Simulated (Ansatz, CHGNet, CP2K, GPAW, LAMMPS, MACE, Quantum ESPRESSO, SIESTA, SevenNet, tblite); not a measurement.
**Other levels on glassy 60SiO2-7Al2O3-17Li2O-17SrO (mol %) (89 atoms)**

Density of this cell: 2.86 g/cm³. The cell holds 89 atoms: 18 Si, 4 Al, 10 Li, 5 Sr and 52 O. Its edges and angles: a = 10.427 Å, b = 10.427 Å, c = 10.427 Å, α = 90.0°, β = 90.0°, γ = 90.0°. 89 atoms (18 Si, 4 Al, 10 Li, 5 Sr, 52 O) placed at random at 2.76 g/cm³, melted at 4000 K for 10 ps at fixed volume with the Morse and Coulomb pair potential with partial charges (Pedone, Malavasi, Menziani, Cormack and Segre, J. Phys. Chem. B 110, 11780 (2006)). Quenched from 4000 K to 300 K at 50 K/ps and fixed volume, held 10 ps at zero pressure.

Geometry: as built.

The reference, a calculation:

```
method                                           : Kohn-Sham DFT, PBE, PAW, plane waves (Ansatz 0.2.0); cutoff 420 eV, Γ point, fermi-dirac smearing of 0.05 eV; PAW set soft_2
r.m.s. force component                           : 1.436 eV/Å
longest force                                    : 6.462 eV/Å
pressure                                         : 4.327 GPa
gap (highest filled to lowest empty level) : 2.464 eV
SCF cycles                                       : 9
time                                             : 12 s on 4 threads of Arm Neoverse V2, shared host
CPU time                                         : 45 s
```

Runs, in no order:
A. MACE MP-0b2 small potential: machine-learned interatomic potential MACE MP-0b2 small, trained on PBE(+U) plane-wave data
B. SIESTA PBE, SZP, shift 0.01 Ry, mesh 500 Ry: Kohn-Sham DFT, PBE, PseudoDojo 0.4.1 norm-conserving pseudopotentials (converted to PSML), numerical atomic orbitals (SZP), diagonalisation
C. QE PBE, sssp-1.3.0-efficiency, 30/240 Ry: Kohn-Sham DFT, PBE, SSSP efficiency 1.3.0 pseudopotentials, plane waves
D. CHGNet r2SCAN potential: machine-learned interatomic potential CHGNet r2SCAN, trained on r2SCAN plane-wave data
E. QE PBE, sg15-1.2, 80/320 Ry: Kohn-Sham DFT, PBE, SG15 1.2 norm-conserving pseudopotentials, plane waves

Q: Order them from the smallest to the largest r.m.s. force difference.

E, C, A, D, B.

```csv
run,"Δ force, r.m.s. (meV/Å)",share of r.m.s. force (%),CPU time
"E. QE PBE, sg15-1.2, 80/320 Ry",50.6,3.53,8.3 min
"C. QE PBE, sssp-1.3.0-efficiency, 30/240 Ry",79.2,5.52,3.1 min
A. MACE MP-0b2 small potential,120,8.33,5.1 s
D. CHGNet r2SCAN potential,330,23.0,2.6 s
"B. SIESTA PBE, SZP, shift 0.01 Ry, mesh 500 Ry",713,49.6,4.6 min
```

Machine-learned potentials mimic data converged in k, so the reference's own k-point error enters their differences. The network of bonds at the start is that of the classical potential that made the cell, and needn't be the one that DFT or experiment would give. The electronic-structure runs sample only Γ, in a cell whose shortest periodic width is 10 Å.

[Logs are printed without paths, hosts, clocks, repeated set-up lines and the standing remarks that a program may print on its own settings, such as how far it seeks lower states.]

[Hosts, paths, dates, database ids (printed as entryN), source tags and the programs' standing remarks are cut or masked in the printed files.]
